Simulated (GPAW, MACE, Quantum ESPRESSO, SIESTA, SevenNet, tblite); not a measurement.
**Quantum ESPRESSO on random packing of Nb16Si84 (at. %) (73 atoms): settings compared**

How far do other settings of Quantum ESPRESSO move the forces in random packing of Nb16Si84 (at. %) (73 atoms)? One run of the same program serves as the yardstick.

Program: Quantum ESPRESSO 7.5. Level of theory: the method is named at each step. Results are calculated unless marked as measured.

**1. Set-up**

The cell holds 73 atoms: 12 Nb and 61 Si. Its edges and angles: a = 11.283 Å, b = 11.283 Å, c = 11.283 Å, α = 90.0°, β = 90.0°, γ = 90.0°. 73 atoms (12 Nb, 61 Si) packed at random in a cube at 3.27 g/cm³ and pushed apart as soft spheres; a start for melting by ab initio MD, not an equilibrated structure. Then every atom was moved at random, 0.02 Å r.m.s. a Cartesian component.

The yardstick, on the same geometry:

* method: Kohn-Sham DFT, PBE, SSSP efficiency 1.3.0 pseudopotentials, plane waves (Quantum ESPRESSO 7.5); sssp-pbe-1.3.0-efficiency, cutoffs 45/360 Ry, Γ point
* r.m.s. force component: 1.296 eV/Å
* longest force: 6.988 eV/Å
* pressure: -3.588 GPa
* time: 3.3 min on 4 MPI ranks of AMD EPYC 9R14 (Zen 4), shared host
* CPU time: 13 min

**2. PBE, sssp-1.3.0-efficiency, 35/280 Ry**

Method: Kohn-Sham DFT, PBE, SSSP efficiency 1.3.0 pseudopotentials, plane waves.

File pw.in:

```
&control
  calculation = 'scf'
  pseudo_dir = './pseudo'
  outdir = './tmp'
  disk_io = 'none'
  tprnfor = .true.
  tstress = .true.
/
&system
  ibrav = 0
  nat = 73
  ntyp = 2
  ecutwfc = 35
  ecutrho = 280
  nosym = .true.
  occupations = 'smearing'
  smearing = 'fd'
  degauss = 0.003675
/
&electrons
  conv_thr = 3.6e-07
  electron_maxstep = 100
  mixing_beta = 0.2
  mixing_mode = 'local-TF'
  diagonalization = 'david'
/
ATOMIC_SPECIES
Nb 92.906 Nb.upf
Si 28.085 Si.upf
CELL_PARAMETERS angstrom
11.28340 0.00000 0.00000
0.00000 11.28340 0.00000
0.00000 0.00000 11.28340
ATOMIC_POSITIONS crystal
Nb 0.69061 0.12370 0.43325
Nb 0.65240 0.61227 0.34337
Nb 0.41561 0.98107 0.26673
Nb 0.70809 0.91045 0.27982
Nb 0.87260 0.03140 0.06945
Nb 0.91304 0.93756 0.83526
Nb 0.45785 0.85713 0.82316
Nb 0.11382 0.14613 0.26497
Nb 0.19563 0.94713 0.17083
Nb 0.29267 0.56251 0.23959
Nb 0.56923 0.51157 0.97629
Nb 0.79027 0.58027 0.91913
Si 0.01687 0.79176 0.15081
Si 0.74973 0.91321 0.60948
Si 0.40028 0.34265 0.11876
Si 0.71296 0.55662 0.56394
Si 0.78270 0.13116 0.85418
Si 0.49149 0.62730 0.78278
Si 0.85768 0.52014 0.41528
Si 0.12847 0.57501 0.89411
Si 0.22410 0.73816 0.77189
Si 0.39602 0.27527 0.73262
Si 0.38519 0.33638 0.50534
Si 0.64603 0.74110 0.72524
Si 0.60366 0.45267 0.70998
Si 0.25508 0.12616 0.72352
Si 0.00587 0.15593 0.85701
Si 0.02203 0.21216 0.60816
Si 0.33763 0.63962 0.52813
Si 0.09784 0.45791 0.47604
Si 0.09512 0.08682 0.01259
Si 0.57450 0.05709 0.77181
Si 0.10796 0.76682 0.93066
Si 0.78707 0.24786 0.05435
Si 0.56293 0.89536 0.52296
Si 0.01617 0.80871 0.65248
Si 0.42479 0.98264 0.62420
Si 0.54673 0.24788 0.27649
Si 0.82975 0.20789 0.60699
Si 0.56559 0.23654 0.93058
Si 0.69508 0.40093 0.24112
Si 0.77309 0.65439 0.14434
Si 0.35443 0.18825 0.36362
Si 0.93300 0.99507 0.29325
Si 0.22444 0.31494 0.65517
Si 0.36424 0.77574 0.36613
Si 0.67368 0.12880 0.19689
Si 0.09406 0.00728 0.68880
Si 0.21596 0.94669 0.54825
Si 0.28798 0.05510 0.92696
Si 0.82752 0.75524 0.41944
Si 0.52298 0.74085 0.01741
Si 0.85267 0.21832 0.29214
Si 0.50138 0.14830 0.12470
Si 0.88392 0.71973 0.75459
Si 0.59968 0.99948 0.02068
[... 13 atom lines left out ...]
Si 0.99837 0.36756 0.90932
Si 0.17851 0.74050 0.47355
Si 0.73319 0.83871 0.05904
Si 0.53444 0.76963 0.22050
K_POINTS gamma
```

Run with:

```console
OMP_NUM_THREADS=1 mpirun -np 2 pw.x -in pw.in > output.txt
```

What it wrote:

```text
Program PWSCF
     gamma-point specific algorithms are used
     Parallelization info
     sticks:   dense  smooth     PW     G-vecs:    dense   smooth      PW
     Min        5059    2527    631               383383   135571   16939
     Max        5062    2530    634               383386   135574   16942
     Sum       10121    5057   1265               766769   271145   33881
     bravais-lattice index     =            0
     lattice parameter (alat)  =      21.3225  a.u.
     unit-cell volume          =    9694.3022 (a.u.)^3
     number of atoms/cell      =           73
     number of atomic types    =            2
     number of electrons       =       400.00
     number of Kohn-Sham states=          240
     kinetic-energy cutoff     =      35.0000  Ry
     charge density cutoff     =     280.0000  Ry
     scf convergence threshold =      3.6E-07
     mixing beta               =       0.2000
     number of iterations used =            8  local-TF  mixing
     Exchange-correlation= PBE
                           (   1   4   3   4   0   0   0)
     crystal axes: (cart. coord. in units of alat)
               a(1) = (   1.000000   0.000000   0.000000 )
               a(2) = (   0.000000   1.000000   0.000000 )
               a(3) = (   0.000000   0.000000   1.000000 )
     reciprocal axes: (cart. coord. in units 2 pi/alat)
               b(1) = (  1.000000  0.000000  0.000000 )
               b(2) = (  0.000000  1.000000  0.000000 )
               b(3) = (  0.000000  0.000000  1.000000 )
     PseudoPot. # 1 for Nb:
     Pseudo is Projector augmented-wave + core cor, Zval = 13.0
     PseudoPot. # 2 for Si:
     Pseudo is Ultrasoft + core correction, Zval =  4.0
     atomic species   valence    mass     pseudopotential
     Nb               13.00    92.90600     Nb( 1.00)
     Si                4.00    28.08500     Si( 1.00)
     No symmetry found
   Cartesian axes
     number of k points=     1  Fermi-Dirac smearing, width (Ry)=  0.0037
                       cart. coord. in units 2pi/alat
        k(    1) = (   0.0000000   0.0000000   0.0000000), wk =   2.0000000
     Dense  grid:   383385 G-vectors     FFT dimensions: ( 120, 120, 120)
     Smooth grid:   135573 G-vectors     FFT dimensions: (  81,  81,  81)
     Check: negative core charge=   -0.000004
     Initial potential from superposition of free atoms
     starting charge     399.9404, renormalised to     400.0000
     Starting wfcs are  364 randomized atomic wfcs
     Self-consistent Calculation
     iteration #  1     ecut=    35.00 Ry     beta= 0.20
     total energy              =   -4704.66119259 Ry
     estimated scf accuracy    <       9.09848937 Ry
     iteration #  2     ecut=    35.00 Ry     beta= 0.20
     total energy              =   -4703.11550135 Ry
     estimated scf accuracy    <       6.11915061 Ry
     iteration #  3     ecut=    35.00 Ry     beta= 0.20
     total energy              =   -4703.97154540 Ry
     estimated scf accuracy    <       1.89545059 Ry
     iteration #  4     ecut=    35.00 Ry     beta= 0.20
     total energy              =   -4703.99979583 Ry
     estimated scf accuracy    <       0.57424947 Ry
     iteration #  5     ecut=    35.00 Ry     beta= 0.20
     total energy              =   -4703.90471671 Ry
     estimated scf accuracy    <       0.83522943 Ry
     iteration #  6     ecut=    35.00 Ry     beta= 0.20
     total energy              =   -4703.96795062 Ry
     estimated scf accuracy    <       0.06422765 Ry
[...]
c_bands:  3 eigenvalues not converged
[...]
total energy              =   -4703.98450896 Ry
[...]
iteration # 18     ecut=    35.00 Ry     beta= 0.20
     total energy              =   -4703.98450914 Ry
     estimated scf accuracy    <       0.00000092 Ry
     iteration # 19     ecut=    35.00 Ry     beta= 0.20
     total energy              =   -4703.98450939 Ry
     estimated scf accuracy    <       0.00000056 Ry
     iteration # 20     ecut=    35.00 Ry     beta= 0.20
     End of self-consistent calculation
          k = 0.0000 0.0000 0.0000 ( 16941 PWs)   bands (ev):
   -47.2808 -46.9596 -46.9167 -46.8269 -46.8108 -46.7881 -46.7785 -46.7662
   -46.7480 -46.7298 -46.7176 -46.5055 -23.4190 -23.2634 -23.2261 -23.1652
   -23.1089 -23.0906 -23.0706 -23.0677 -23.0412 -23.0130 -23.0040 -22.9933
   -22.9781 -22.9734 -22.9563 -22.9427 -22.9297 -22.9178 -22.9174 -22.8990
   -22.8913 -22.8794 -22.8686 -22.8474 -22.8419 -22.8373 -22.8264 -22.8116
   -22.8002 -22.7534 -22.6803 -22.6458 -22.6372 -22.4129 -22.2934 -22.2268
[...]
8.9035   8.9431   8.9567   8.9890   9.0528   9.1149   9.1200   9.2162
     9.2739   9.3031   9.3161   9.3809   9.4348   9.5179   9.5560   9.5888
     9.6606   9.6967   9.7159   9.7824   9.8214   9.8442   9.8686   9.8849
     the Fermi energy is     8.2396 ev
!    total energy              =   -4703.98450930 Ry
     estimated scf accuracy    <       0.00000026 Ry
     smearing contrib. (-TS)   =      -0.03268300 Ry
     internal energy E=F+TS    =   -4703.95182630 Ry
     The total energy is F=E-TS. E is the sum of the following terms:
     one-electron contribution =    -699.55576541 Ry
     hartree contribution      =     518.12066639 Ry
     xc contribution           =    -718.28157908 Ry
     ewald contribution        =   -1302.38118125 Ry
     one-center paw contrib.   =   -2501.85396695 Ry
     convergence has been achieved in  20 iterations
     Forces acting on atoms (cartesian axes, Ry/au):
     atom    1 type  1   force =     0.00195333   -0.00712582    0.01987840
     atom    2 type  1   force =     0.01631098    0.00239497    0.00721707
     atom    3 type  1   force =     0.01667666    0.00886040    0.01385069
     atom    4 type  1   force =     0.01855047   -0.00387810    0.02139102
     atom    5 type  1   force =    -0.02278605    0.01836332    0.00349080
     atom    6 type  1   force =     0.01998028   -0.00515071    0.00173961
[...]
atom   71 type  2   force =    -0.05008259    0.03641050    0.00234921
     atom   72 type  2   force =     0.03335557    0.01172879   -0.04519266
     atom   73 type  2   force =    -0.04010570    0.00687123    0.01910654
     Total force =     0.745890     Total SCF correction =     0.000723
     Computing stress (Cartesian axis) and pressure
          total   stress  (Ry/bohr**3)                   (kbar)     P=      -37.20
  -0.00020261   0.00001233  -0.00003191          -29.81        1.81       -4.69
   0.00001233  -0.00026285  -0.00001712            1.81      -38.67       -2.52
  -0.00003191  -0.00001712  -0.00029322           -4.69       -2.52      -43.13
     Message from routine punch:
     Nothing written, as per user request (disk_io='none')
```

Elapsed: 3.7 min, on 2 MPI ranks of AMD EPYC 9R14 (Zen 4), shared host; peak memory 2.8 GiB.

Banners, paths, timers and routine set-up lines are dropped from the logs unmarked, and long logs keep their key lines alone; longer cuts are marked.

Compared with the plane-wave run:

```yaml
r_m_s_force_component: 1.296 eV/Å
r_m_s_difference_of_force_components: 0.805 meV/Å
longest_difference_of_force_vectors: 4.365 meV/Å
force_difference_over_r_m_s_force: 0.0621 %
slope_of_forces_against_the_reference_s: 1
correlation_of_force_components: 1
pressure: -3.72 GPa
pressure_difference: -0.132 GPa
energy_less_the_same_level_run_s: 5.811 meV/atom
r_m_s_force_difference_from_the_same_level_run: 0.805 meV/Å
```

This is a coarse setting, run to see what it loses.

Length of the force difference by element (eV/Å):

```csv
element,atoms,mean,most
Nb,12,0.0027,0.0044
Si,61,8.0e-4,0.0022
```

The surroundings of Si60, which has 3 bonded neighbours where the commonest count for Si is 5, nearest first, numbered as they follow in the input and with coordinates relative to it.

```csv
atom,x,y,z,distance (Å),bonds,Fx,Fy,Fz (eV/Å)
Si60,0.00,0.00,0.00,0.00,3,1.51,-0.91,-1.08
Si51,-1.96,0.90,0.39,2.19,5,-2.13,0.40,0.01
Si71,2.00,0.74,1.00,2.35,4,-1.29,0.94,0.06
Si19,-1.62,-1.75,0.34,2.41,5,-0.62,1.36,0.33
Si30,1.09,-2.45,1.03,2.87,3,0.54,-0.02,0.39
Si13,0.18,1.31,-2.64,2.95,2,-0.17,-0.16,-0.24
Si65,0.14,-1.54,-2.75,3.15,1,-0.28,0.67,0.33
Si57,-0.99,3.04,1.03,3.36,4,-0.62,-0.24,2.55
Si36,0.17,1.51,3.02,3.38,4,1.87,0.98,-1.66
Si63,-0.48,-3.40,-0.50,3.47,4,2.00,-0.29,-1.03
```

Forces lie 0.062 % from the reference's, at 0.57 times its CPU time (on 2 against 4 cores).

**3. A run with a doubtful setting**

Changes to pw.in since step 2:

```diff
@@ -10,6 +10,6 @@
   ibrav = 0
-  nat = 73
+  nat = 74
   ntyp = 2
-  ecutwfc = 35
-  ecutrho = 280
+  ecutwfc = 45
+  ecutrho = 360
   nosym = .true.
@@ -21,3 +21,3 @@
   conv_thr = 3.6e-07
-  electron_maxstep = 100
+  electron_maxstep = 50
   mixing_beta = 0.2
```

Run with:

```console
OMP_NUM_THREADS=1 mpirun -np 4 pw.x -in pw.in > output.txt
```

What it wrote:

```text
Program PWSCF
 %%%%%%%%%%%%%%%%%%%%%%%%%%%%%%%%%%%%%%%%%%%%%%%%%%%%%%%%%%%%%%%%%%%%%%%%%%%%%%
     Error in routine read_cards (74):
     wrong number of columns in ATOMIC_POSITIONS
 %%%%%%%%%%%%%%%%%%%%%%%%%%%%%%%%%%%%%%%%%%%%%%%%%%%%%%%%%%%%%%%%%%%%%%%%%%%%%%
```

Run time: 0.7 s. Hardware: 4 MPI ranks; peak memory 0.3 GiB.

The program stopped at the start. The fault in the input: a wrong count of atoms (nat = 73 written as nat = 74).

Within one program, basis, potentials and functional, energies share a zero. Each run against its twin at the usual cutoff or grid and solver:

```
                                     run                              twin  Δ energy (meV/atom)  Δ force, r.m.s. (meV/Å)         CPU time over the twin's
QE PBE, sssp-1.3.0-efficiency, 35/280 Ry  sssp-1.3.0-efficiency, 45/360 Ry                 5.81                    0.805  0.57 (this twin ran on 4 cores)
```

**4. Summary of results**

- force difference from the reference: QE PBE, sssp-1.3.0-efficiency, 35/280 Ry (coarse), 0.062 %
- its CPU time: 7.5 min

Runs with settings chosen to be coarse differ by 0.062 % (QE PBE, sssp-1.3.0-efficiency, 35/280 Ry). The reference's pressure holds the uncorrected Pulay stress of its 45 Ry basis, so small pressure differences, and their order, may be the reference's own error. The reference's pressure of -3.6 GPa belongs to a cell and atoms that aren't relaxed at this level. The electronic-structure runs sample only Γ, in a cell whose shortest periodic width is 11 Å, which is coarse for a cell with partly filled levels.

[Also dropped from logs without a mark: logging warnings of Python, and SIESTA's first energy breakdown and zero terms.]

[Logs are printed without paths, hosts, clocks, repeated set-up lines and the standing remarks that a program may print on its own settings, such as how far it seeks lower states.]

[Hosts, paths, dates, database ids (printed as entryN), source tags and the programs' standing remarks are cut or masked in the printed files.]
